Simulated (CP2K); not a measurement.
Consider 2-vinylthiazole at its PBE geometry (Å).

```xyz
12

C    -1.8222   -0.6303   -1.5755
C    -1.2635   -0.9367   -0.3914
C    -0.1172   -0.2350    0.1692
N     0.5230    0.7740   -0.3927
C     1.5514    1.2070    0.3948
C     1.7248    0.5346    1.5853
S     0.5446   -0.6984    1.7257
H    -1.4278    0.1810   -2.1865
H    -2.6811   -1.1867   -1.9474
H    -1.6713   -1.7532    0.2075
H     2.1702    2.0356    0.0557
H     2.4691    0.7082    2.3553
```

Method: CP2K XAS_TDP, all-electron GAPW, PBEh(45%), aug-cc-pVDZ, TDA, GW2X-corrected core level, no relativity.

Question: Predict the bright core excitations at the C K edge.

Leading lines: C1 286.21 eV, C2 286.90 eV, C3 287.18 eV, C5 287.81 eV and C6 286.87 eV. The leading line of an atom is its first one with 35 % of the strongest within 2.5 eV of its lowest line over the strength cut. Core ionisation energies at this level: C3 293.04, C5 292.55, C6 292.10, C1 292.13 and C2 292.39 eV.

The first six lines of each atom with a strength over 0.0015:

```csv
atom,energy (eV),states,"strength, one atom",above the computed threshold
C1 (bonded to C and 2 H),286.21,1,0.0487,
,290.25,1,0.0077,
,290.83,1,0.0086,
,290.88,1,0.0022,
,291.37,1,0.0030,
,291.61,1,0.0037,
C2 (bonded to 2 C and H),286.90,1,0.0377,
,290.06,1,0.0150,
,290.19,1,0.0143,
,291.94,1,0.0062,
,292.03,1,0.0022,
,292.80,1,0.0027,yes
"C3 (bonded to C, N and S)",287.18,1,0.0471,
,289.94,1,0.0390,
,290.83,1,0.0083,
,291.95,1,0.0062,
,292.17,1,0.0029,
,292.79,1,0.0019,
"C5 (bonded to C, N and H)",287.81,1,0.0500,
,289.07,1,0.0065,
,290.70,1,0.0115,
,290.92,1,0.0063,
,291.64,1,0.0024,
,292.26,2,0.0046,
"C6 (bonded to C, S and H)",286.87,1,0.0456,
,289.28,1,0.0302,
,289.76,1,0.0031,
,290.12,1,0.0134,
,291.08,1,0.0019,
,291.27,1,0.0050,
```

Lines are vertical, at one geometry, with no vibrational structure. GW2X ionisation energies and lines can be off by 1 to 2 eV either way, and a good line position may hide errors that cancel. These values hold no scalar relativity, about 0.1 eV for C 1s. Rydberg lines, and the discretised continuum above threshold, depend on the basis and the box.

[Banner, clock and machine lines of the logs are left out without a mark of their own.]

[Logs are printed without paths, hosts, clocks, repeated set-up lines and the standing remarks that a program may print on its own settings, such as how far it seeks lower states.]

[Hosts, paths, dates, database ids (printed as entryN), source tags and the programs' standing remarks are cut or masked in the printed files.]
